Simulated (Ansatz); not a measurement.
Rows from a G0W0 calculation on AlGaAs2 (zincblende [001] superlattice) (P-4m2) (Ansatz 0.2.0; G0W0 on PBEsol, plane waves, PAW; 4×4×4 mesh, 271 empty bands, screening to 120 eV), in eV. Spin-orbit coupling is left out.

The structure was built from a prototype and need not be the compound's stable phase.

```csv
row,Σx,Σc,Vxc,Z
A,-15.95,1.34,-14.11,0.75
B,-8.34,-3.90,-12.49,0.77
C,-9.38,-3.68,-13.34,0.77
D,-16.36,1.21,-14.66,0.76
E,-6.46,-3.75,-10.27,0.78
F,-10.56,-3.76,-14.70,0.77
```

**Question.** Which rows are filled states and which are empty ones, and how can one tell?

Filled: A and D. Empty: B, C, E and F. The sign of Σc tells: for a filled state bare exchange, which holds its interaction with itself, lies below Vxc (Σx − Vxc is -1.7 eV or lower here) and screening gives part back as a positive Σc. For an empty state Σx lies above Vxc (+3.8 eV or more) and the Coulomb hole leaves Σc negative.

[Paths, hosts, dates, memory and timing lines, banners, echoed tables and standing remarks are left out of the program output.]

[Logs are printed without paths, hosts, clocks, repeated set-up lines and the standing remarks that a program may print on its own settings, such as how far it seeks lower states.]

[Runs of the session that timed out or met a known fault of the program may be left out.]

[Cells called generated may have been cut or substituted from an entry of the Crystallography Open Database or the Materials Project.]

[Hosts, paths, dates, database ids (printed as entryN), source tags and the programs' standing remarks are cut or masked in the printed files.]
